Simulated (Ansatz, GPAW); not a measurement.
# Geometry or basis: what sets the conductance of octane-1,8-dithiol between two Pt chains, part 2 of 3

Aim: the conductance of octane-1,8-dithiol between two Pt chains after relaxation, and whether geometry, basis or functional moves it most.

GPAW 26.7.0 and Ansatz 0.2.0; Ansatz plane waves; relaxation of the junction with the lead ends held; PAW set soft_1 (the session's first sound run).

So far, transmission at the Fermi level (one spin): step 3 (plane waves, PBE) 1.7e-4.

## (4) GPAW, dzp

Localised orbitals split the wire into layers that couple to their neighbours alone, which is what the Green's function method needs; double zeta with polarisation is the usual level for numbers.

This step: GPAW LCAO, PAW setups; Landauer transmission from Green's functions with principal layers (ASE), zero bias (GPAW 26.7.0).

run.py reads:

```python
import json
import numpy as np
from ase import Atoms
from ase.transport.calculators import TransportCalculator
from gpaw import GPAW, FermiDirac
from gpaw.lcao.tools import get_lcao_hamiltonian
from scipy.linalg import eigh

# The junction with lead layers at both ends, along the third cell vector
device = Atoms(
    ['Pt', 'Pt', 'Pt', 'Pt', 'Pt', 'Pt', 'Pt', 'Pt', 'S', 'H', 'C', 'H', 'H', 'C', 'H', 'H', 'C', 'H', 'H', 'C', 'H', 'H', 'C', 'H', 'H', 'C', 'H', 'H', 'C', 'H', 'H', 'C', 'H', 'S', 'Pt', 'Pt', 'Pt', 'Pt', 'Pt', 'Pt', 'Pt', 'Pt'],
    positions=[
        [6.29004, 4.79939, 1.20000],
        [6.29004, 4.79939, 3.60000],
        [6.29004, 4.79939, 6.00000],
        [6.29004, 4.79939, 8.40000],
        [6.29004, 4.79939, 10.80000],
        [6.29004, 4.79939, 13.20000],
        [5.27193, 6.00355, 14.97589],
        [6.39038, 6.31397, 17.06816],
        [5.77788, 6.80720, 19.06078],
        [6.80307, 4.77294, 19.93942],
        [5.92377, 5.36880, 20.20990],
        [5.02642, 4.74856, 20.07290],
        [6.89542, 6.56728, 21.72470],
        [6.01797, 5.90608, 21.64410],
        [5.13713, 6.53351, 21.85492],
        [6.99466, 4.15988, 22.47922],
        [6.12070, 4.79515, 22.70024],
        [5.23763, 4.13827, 22.62851],
        [7.11772, 6.00408, 24.19343],
        [6.23716, 5.34217, 24.13049],
        [5.36256, 5.97889, 24.34719],
        [7.22184, 3.61543, 24.98705],
        [6.34698, 4.25192, 25.20344],
        [5.46662, 3.58976, 25.14037],
        [7.34526, 5.45733, 26.70500],
        [6.46288, 4.79945, 26.63354],
        [5.58826, 5.43393, 26.85425],
        [7.44863, 3.06295, 27.48039],
        [6.56683, 3.68939, 27.69052],
        [5.69029, 3.02688, 27.61005],
        [7.55633, 4.84957, 29.26102],
        [6.65982, 4.22800, 29.12422],
        [5.77972, 4.82324, 29.39387],
        [6.80719, 2.79127, 30.27520],
        [6.19256, 3.28204, 32.26796],
        [7.31261, 3.59682, 34.35913],
        [6.29004, 4.79939, 36.13377],
        [6.29004, 4.79939, 38.53377],
        [6.29004, 4.79939, 40.93377],
        [6.29004, 4.79939, 43.33377],
        [6.29004, 4.79939, 45.73377],
        [6.29004, 4.79939, 48.13377]],
    cell=[[12.58008, 0.0, 0.0], [0.0, 9.59878, 0.0], [0.0, 0.0, 49.33377]],
    pbc=True)

# One principal layer of the lead: the first 5 atoms of the device
lead = Atoms(
    ['Pt', 'Pt', 'Pt', 'Pt', 'Pt'],
    positions=[
        [6.29004, 4.79939, 1.20000],
        [6.29004, 4.79939, 3.60000],
        [6.29004, 4.79939, 6.00000],
        [6.29004, 4.79939, 8.40000],
        [6.29004, 4.79939, 10.80000]],
    cell=[[12.58008, 0.0, 0.0], [0.0, 9.59878, 0.0], [0.0, 0.0, 12.0]],
    pbc=True)

settings = dict(mode='lcao', basis='dzp', xc='PBE', h=0.2,
                occupations=FermiDirac(0.1), maxiter=250,
                mixer=dict(beta=0.1, nmaxold=8, weight=100.0),
                convergence=dict(density=0.0001))
energies = np.arange(-2, 2 + 1e-9, 0.025)
eta = 0.0001
n1, n2 = 1, 1
# k and -k transmit alike, so half of the mesh across the current serves
mesh = [(i, j) for i in range(n1) for j in range(n2) if (i, j) <= (-i % n1, -j % n2)]
weights = np.array([1 if (i, j) == (-i % n1, -j % n2) else 2 for i, j in mesh]) / (n1 * n2)

# [... helper functions left out ...]
fermi_lead = ground_state(lead, (1, 1, 10), 'lead.txt')
fermi_device = ground_state(device, (1, 1, 2), 'device.txt')
# [... loop over the mesh left out, but for ...]
        # Shift the lead onto the potential of the device's first layer
        shift = ((H[:, 0, 0] - H0[:, 0, 0]) / S0[0, 0]).real.mean()
# [...]
kT = 8.617333e-5 * 300
bias = [0.1, 0.2, 0.5, 1.0, 1.5, 2.0]
# [... integrals and printing left out ...]
```

Started as:

```bash
$ OMP_NUM_THREADS=1 OPENBLAS_NUM_THREADS=1 python run.py
```

Wall time 7.5 min (1 thread of AMD EPYC 7R43, shared host); peak memory 2.4 GiB.

Numbers from this step:

| Quantity | Value |
| --- | --- |
| conductance | 1.77e-4 G₀ |
| thermopower | 9.705 μV/K |
| largest coupling past the next principal layer | 8.09e-6 eV |
| largest misfit of the first principal layer | 0.1069 eV |
| shift that aligns the lead | -0.006361 eV |
| basis functions of the junction | 642 |
| basis functions of a principal layer | 135 |
| transmission at the Fermi level (one spin) | 1.51e-4 |

One spin. Transmission, zone mean against energy, zero at the Fermi level:

energy (eV), log10 transmission, zone mean and a bar from the least value:
```
   -2.000       -3.0 ###########
   -1.900       -3.0 ###########
   -1.800       -2.8 #############
   -1.700       -1.7 ######################
   -1.650       -0.7 ##############################
   -1.600       -2.4 ################
   -1.500       -2.4 ################
   -1.400       -3.0 ###########
   -1.300       -3.6 ######
   -1.200       -2.6 ##############
   -1.100       -1.7 #####################
   -1.075       -1.6 #######################
   -1.000       -2.1 ###################
   -0.900       -2.7 #############
   -0.800       -2.8 ############
   -0.700       -2.9 ############
   -0.600       -2.8 #############
   -0.500       -2.8 #############
   -0.400       -2.8 ############
   -0.300       -3.1 ##########
   -0.200       -3.2 ##########
   -0.100       -3.5 #######
    0.000       -3.8 ####
    0.100       -3.6 ######
    0.200       -3.3 #########
    0.300       -3.0 ###########
    0.400       -3.1 ##########
    0.500       -3.4 ########
    0.600       -3.5 #######
    0.700       -3.6 ######
    0.800       -3.3 #########
    0.900       -3.1 ##########
    1.000       -3.2 ##########
    1.100       -3.3 #########
    1.200       -3.4 ########
    1.300       -3.6 ######
    1.400       -3.7 #####
    1.500       -3.9 ####
    1.600       -4.0 ###
    1.700       -4.1 ##
    1.800       -4.2 #
    1.900       -4.3 
    2.000       -4.3
```

Not self-consistent under bias; the bias window is split evenly. The current through one cell, from the zero-bias transmission by bias:

| bias (V) | current through one cell, from the zero-bias transmission (nA) |
| --- | --- |
| 0.100 | 1.45 |
| 0.200 | 3.41 |
| 0.500 | 15.0 |
| 1.000 | 52.6 |
| 1.500 | 87.4 |
| 2.000 | 161 |

Transmission of the three most open eigenchannels against energy, zero at the Fermi level:

```
energy (eV)  channel 1  channel 2  channel 3
     -2.000     9.8e-4     8.4e-7    1.2e-12
     -1.900    0.00100     1.3e-7    1.1e-10
     -1.800    0.00171     1.3e-8     5.8e-9
     -1.700     0.0187     8.8e-9     3.2e-9
     -1.600    0.00389     6.2e-8    2.6e-10
     -1.500    0.00363     2.4e-8     1.8e-8
     -1.400    0.00106     1.5e-8     7.5e-9
     -1.300     2.3e-4     5.2e-9     2.0e-9
     -1.200    0.00227     4.0e-8     1.6e-8
     -1.100     0.0183     5.4e-8     3.3e-8
     -1.000    0.00846     1.7e-7     1.1e-7
     -0.900    0.00189     2.4e-7     1.7e-7
     -0.800    0.00141     2.5e-7     1.7e-7
     -0.700    0.00138     3.7e-7     1.3e-7
     -0.600    0.00151     4.9e-7     1.4e-7
     -0.500    0.00150     5.6e-7     1.9e-7
     -0.400    0.00144     7.5e-7     1.5e-7
     -0.300     8.3e-4     6.1e-7     5.1e-8
     -0.200     6.7e-4     9.1e-7     1.5e-9
     -0.100     3.0e-4     1.0e-6    9.3e-11
      0.000     1.5e-4     6.4e-7    2.5e-11
      0.100     2.5e-4     1.8e-7    1.2e-11
      0.200     5.3e-4     3.9e-8    6.4e-12
      0.300     9.5e-4     8.8e-9    1.2e-12
      0.400     7.4e-4     2.0e-9          0
      0.500     4.4e-4    6.8e-10          0
      0.600     3.0e-4    2.7e-10          0
      0.700     2.2e-4    5.1e-11          0
      0.800     5.2e-4          0          0
      0.900     7.1e-4          0          0
      1.000     6.9e-4          0          0
      1.100     5.4e-4          0          0
      1.200     3.8e-4          0          0
      1.300     2.6e-4          0          0
      1.400     1.8e-4          0          0
      1.500     1.3e-4          0          0
      1.600     9.6e-5          0          0
      1.700     7.5e-5          0          0
      1.800     6.1e-5          0          0
      1.900     5.2e-5          0          0
      2.000     4.5e-5          0          0
```

At the Fermi level T is 1.5e-4 against 1.7e-4 in plane waves. Couplings past the next layer reach 8.1e-6 eV, small enough to drop; the matrix elements of the cell's first layer differ from the bulk lead's by up to 0.11 eV. That layer keeps its own values in the calculation, and only beyond it is the lead taken as perfect. The Fermi levels of lead and junction count from different zeros of potential, one for each periodic cell; with both set to zero, the small remaining shift is what aligns them. Without spin-orbit coupling, which is large for these atoms, channel counts and T are those of the scalar-relativistic bands. By hand: G = 1.77e-4 × 77.48 μS = 0.0137 μS, a resistance of 72836 kΩ; at 0.1 V a linear junction would pass 0.00137 μA, and the integral over the bias window gives 0.00145 μA. Mott's formula, S = -(π²/3)(k_B²T/e) d ln T/dE, has the prefactor 7.33 μV/K·eV at 300 K; T = 1.58e-4 at -0.025 eV and 1.56e-4 at 0.025 eV give a slope of -0.271 per eV and S = 1.99 μV/K, beside 9.70 μV/K from the thermal integral, which interpolates the same grid.

## (5) Single-zeta polarised basis

One radial function a shell plus polarisation makes the matrices smaller; the question is what that costs.

run.py, as its differences from that of step 4:

```diff
@@ -69,3 +69,3 @@
 
-settings = dict(mode='lcao', basis='dzp', xc='PBE', h=0.2,
+settings = dict(mode='lcao', basis='szp(dzp)', xc='PBE', h=0.2,
                 occupations=FermiDirac(0.1), maxiter=250,
```

It took 4.5 min on 1 thread; peak memory 2.3 GiB.

Numbers from this step:

| Item | Value |
| --- | --- |
| conductance | 6.68e-5 G₀ |
| thermopower | -22.21 μV/K |
| largest coupling past the next principal layer | 8.13e-6 eV |
| largest misfit of the first principal layer | 0.09776 eV |
| shift that aligns the lead | -0.004680 eV |
| basis functions of the junction | 394 |
| basis functions of a principal layer | 75 |
| transmission at the Fermi level (one spin) | 5.74e-5 |

One spin. Table of transmission, zone mean by energy, zero at the Fermi level:

| energy (eV) | transmission, zone mean |
| --- | --- |
| -2.000 | 1.8e-4 |
| -1.900 | 2.1e-4 |
| -1.800 | 3.6e-4 |
| -1.700 | 0.00183 |
| -1.600 | 0.0269 |
| -1.500 | 9.6e-5 |
| -1.400 | 2.0e-4 |
| -1.300 | 5.8e-5 |
| -1.200 | 7.3e-4 |
| -1.100 | 0.00832 |
| -1.000 | 9.9e-4 |
| -0.900 | 3.0e-4 |
| -0.800 | 2.9e-4 |
| -0.700 | 3.1e-4 |
| -0.600 | 3.8e-4 |
| -0.500 | 3.7e-4 |
| -0.400 | 4.6e-4 |
| -0.300 | 4.0e-4 |
| -0.200 | 1.6e-4 |
| -0.100 | 8.0e-5 |
| 0.000 | 5.7e-5 |
| 0.100 | 1.2e-4 |
| 0.200 | 2.8e-4 |
| 0.300 | 5.2e-4 |
| 0.400 | 3.2e-4 |
| 0.500 | 1.9e-4 |
| 0.600 | 1.4e-4 |
| 0.700 | 1.6e-4 |
| 0.800 | 3.1e-4 |
| 0.900 | 4.0e-4 |
| 1.000 | 4.0e-4 |
| 1.100 | 3.4e-4 |
| 1.200 | 2.7e-4 |
| 1.300 | 2.0e-4 |
| 1.400 | 1.5e-4 |
| 1.500 | 1.1e-4 |
| 1.600 | 8.8e-5 |
| 1.700 | 7.2e-5 |
| 1.800 | 6.1e-5 |
| 1.900 | 5.3e-5 |
| 2.000 | 4.8e-5 |

The conductance, 6.7e-5 G₀, lies 62 % below that of the dzp run.

## (6) Minimal basis

One function for each valence shell of the setup, as for a first survey of a large system.

run.py, as its differences from that of step 5:

```diff
@@ -69,3 +69,3 @@
 
-settings = dict(mode='lcao', basis='szp(dzp)', xc='PBE', h=0.2,
+settings = dict(mode='lcao', basis='sz(dzp)', xc='PBE', h=0.2,
                 occupations=FermiDirac(0.1), maxiter=250,
```

The job ended after 3.8 min (1 thread; peak memory 2.2 GiB).

This step gave:

```yaml
conductance: 4.47e-5 G₀
thermopower: -20.85 μV/K
largest_coupling_past_the_next_principal_layer: 8.11e-6 eV
largest_misfit_of_the_first_principal_layer: 0.09891 eV
shift_that_aligns_the_lead: -0.002715 eV
basis_functions_of_the_junction: 248
basis_functions_of_a_principal_layer: 60
transmission_at_the_fermi_level_one_spin: 3.76e-5
```

The conductance, 4.5e-5 G₀, lies 75 % below that of the dzp run.

## (7) LDA in the dzp basis: xc = "LDA"

Back in the dzp basis, the functional changes from PBE to LDA, to set the spread between functionals beside that between bases.

run.py, as its differences from that of step 6:

```diff
@@ -69,3 +69,3 @@
 
-settings = dict(mode='lcao', basis='sz(dzp)', xc='PBE', h=0.2,
+settings = dict(mode='lcao', basis='dzp', xc='LDA', h=0.2,
                 occupations=FermiDirac(0.1), maxiter=250,
```

Run time: 6.4 min. Hardware: 1 thread; peak memory 2.4 GiB.

Numbers from this step:

| Property | Result |
| --- | --- |
| conductance | 1.92e-4 G₀ |
| thermopower | 7.843 μV/K |
| largest coupling past the next principal layer | 8.32e-6 eV |
| largest misfit of the first principal layer | 0.1159 eV |
| shift that aligns the lead | -0.008897 eV |
| basis functions of the junction | 642 |
| basis functions of a principal layer | 135 |
| transmission at the Fermi level (one spin) | 1.60e-4 |

One spin. The transmission, zone mean by energy, zero at the Fermi level:

energy (eV), log10 transmission, zone mean and a bar from the least value:
```
   -2.000       -3.0 ############
   -1.900       -2.9 ############
   -1.800       -2.7 ##############
   -1.700       -1.2 #########################
   -1.675       -0.7 ##############################
   -1.600       -3.4 ########
   -1.500       -2.5 ###############
   -1.400       -3.0 ###########
   -1.300       -3.6 ######
   -1.200       -2.9 ############
   -1.100       -1.9 ####################
   -1.050       -1.6 #######################
   -1.000       -1.9 ####################
   -0.900       -2.6 ##############
   -0.800       -2.8 #############
   -0.700       -2.8 ############
   -0.600       -2.8 #############
   -0.500       -2.8 #############
   -0.400       -2.9 ############
   -0.300       -3.0 ###########
   -0.200       -3.2 ##########
   -0.100       -3.5 #######
    0.000       -3.8 #####
    0.100       -3.5 #######
    0.200       -3.2 #########
    0.300       -3.1 ###########
    0.400       -3.1 ##########
    0.500       -3.3 ########
    0.600       -3.5 #######
    0.700       -3.6 ######
    0.800       -3.2 ##########
    0.900       -3.1 ##########
    1.000       -3.2 ##########
    1.100       -3.3 #########
    1.200       -3.5 #######
    1.300       -3.7 ######
    1.400       -3.8 ####
    1.500       -4.0 ###
    1.600       -4.1 ##
    1.700       -4.2 ##
    1.800       -4.3 #
    1.900       -4.3 
    2.000       -4.4
```

The conductance, 1.9e-4 G₀, lies 8.4 % above that of the dzp run.

## (8) Without the relaxation: geometry = "as built"

The dzp basis with PBE on the structure as first built shows what the relaxation was worth.

run.py, as its differences from that of step 7:

```diff
@@ -18,32 +18,32 @@
         [6.29004, 4.79939, 13.20000],
-        [5.27193, 6.00355, 14.97589],
-        [6.39038, 6.31397, 17.06816],
-        [5.77788, 6.80720, 19.06078],
-        [6.80307, 4.77294, 19.93942],
-        [5.92377, 5.36880, 20.20990],
-        [5.02642, 4.74856, 20.07290],
-        [6.89542, 6.56728, 21.72470],
-        [6.01797, 5.90608, 21.64410],
-        [5.13713, 6.53351, 21.85492],
-        [6.99466, 4.15988, 22.47922],
-        [6.12070, 4.79515, 22.70024],
-        [5.23763, 4.13827, 22.62851],
-        [7.11772, 6.00408, 24.19343],
-        [6.23716, 5.34217, 24.13049],
-        [5.36256, 5.97889, 24.34719],
-        [7.22184, 3.61543, 24.98705],
-        [6.34698, 4.25192, 25.20344],
-        [5.46662, 3.58976, 25.14037],
-        [7.34526, 5.45733, 26.70500],
-        [6.46288, 4.79945, 26.63354],
-        [5.58826, 5.43393, 26.85425],
-        [7.44863, 3.06295, 27.48039],
-        [6.56683, 3.68939, 27.69052],
-        [5.69029, 3.02688, 27.61005],
-        [7.55633, 4.84957, 29.26102],
-        [6.65982, 4.22800, 29.12422],
-        [5.77972, 4.82324, 29.39387],
-        [6.80719, 2.79127, 30.27520],
-        [6.19256, 3.28204, 32.26796],
-        [7.31261, 3.59682, 34.35913],
+        [6.29004, 4.79939, 15.60000],
+        [6.29004, 4.79939, 18.00000],
+        [4.34560, 5.52334, 19.10343],
+        [4.34130, 3.64904, 20.60038],
+        [4.24180, 4.73099, 20.73380],
+        [3.25000, 4.93152, 21.15140],
+        [6.32153, 5.06657, 21.23033],
+        [5.33141, 5.26187, 21.66124],
+        [5.23223, 6.34878, 21.77527],
+        [5.34611, 3.51534, 22.93437],
+        [5.24538, 4.60241, 23.04029],
+        [4.25841, 4.79481, 23.47840],
+        [7.32034, 4.93617, 23.54016],
+        [6.33333, 5.12873, 23.97800],
+        [6.23288, 6.21580, 24.08365],
+        [6.34721, 3.38299, 25.25012],
+        [6.24676, 4.47006, 25.35577],
+        [5.25974, 4.66262, 25.79361],
+        [8.32168, 4.80398, 25.85537],
+        [7.33470, 4.99638, 26.29349],
+        [7.23397, 6.08345, 26.39940],
+        [7.34786, 3.25001, 27.55850],
+        [7.24868, 4.33692, 27.67254],
+        [6.25856, 4.53222, 28.10344],
+        [9.33008, 4.66728, 28.18237],
+        [8.33829, 4.86781, 28.59997],
+        [8.23878, 5.94975, 28.73340],
+        [8.23448, 4.07545, 30.23034],
+        [6.29004, 4.79939, 31.33377],
+        [6.29004, 4.79939, 33.73377],
         [6.29004, 4.79939, 36.13377],
@@ -69,3 +69,3 @@
 
-settings = dict(mode='lcao', basis='dzp', xc='LDA', h=0.2,
+settings = dict(mode='lcao', basis='dzp', xc='PBE', h=0.2,
                 occupations=FermiDirac(0.1), maxiter=250,
```

Elapsed: 7.9 min, on 1 thread; peak memory 2.4 GiB.

This step gave:

| Property | Result |
| --- | --- |
| conductance | 0.004788 G₀ |
| thermopower | 106.6 μV/K |
| largest coupling past the next principal layer | 8.09e-6 eV |
| largest misfit of the first principal layer | 0.1009 eV |
| shift that aligns the lead | 0.002204 eV |
| transmission at the Fermi level (one spin) | 0.003820 |

One spin. Table of transmission, zone mean by energy, zero at the Fermi level:

```
energy (eV)  transmission, zone mean
     -2.000                   0.0681
     -1.800                    0.121
     -1.600                    0.172
     -1.550                    0.198
     -1.400                   0.0822
     -1.200                  0.00724
     -1.000                  0.00176
     -0.800                  0.00203
     -0.600                  0.00331
     -0.400                  0.00377
     -0.200                   0.0573
      0.000                  0.00382
      0.200                   4.1e-4
      0.400                   3.9e-5
      0.600                   5.3e-6
      0.800                   2.0e-7
      1.000                   2.7e-7
      1.200                   2.0e-7
      1.400                   5.5e-8
      1.600                   1.4e-9
      1.800                   1.0e-7
      2.000                   3.7e-7
```

The conductance, 0.00479 G₀, lies a factor of 27 above that of the dzp run.

## (9) All levels side by side

Times are wall times on the hardware named with each run. Results by setting:

| no. | run | conductance (G₀) | time | memory (GiB) |
| --- | --- | --- | --- | --- |
| 1 | pw PBE | 1.91e-4 | 3 h | 6.8 |
| 2 | dzp | 1.77e-4 | 7.5 min | 2.4 |
| 3 | szp | 6.68e-5 | 4.5 min | 2.3 |
| 4 | sz | 4.47e-5 | 3.8 min | 2.2 |
| 5 | dzp LDA | 1.92e-4 | 6.4 min | 2.4 |
| 6 | asbuilt | 0.004788 | 7.9 min | 2.4 |

(Continued in part 3 of 3.)

[Logs are printed without paths, hosts, clocks, repeated set-up lines and the standing remarks that a program may print on its own settings, such as how far it seeks lower states.]

[Hosts, paths, dates, database ids (printed as entryN), source tags and the programs' standing remarks are cut or masked in the printed files.]
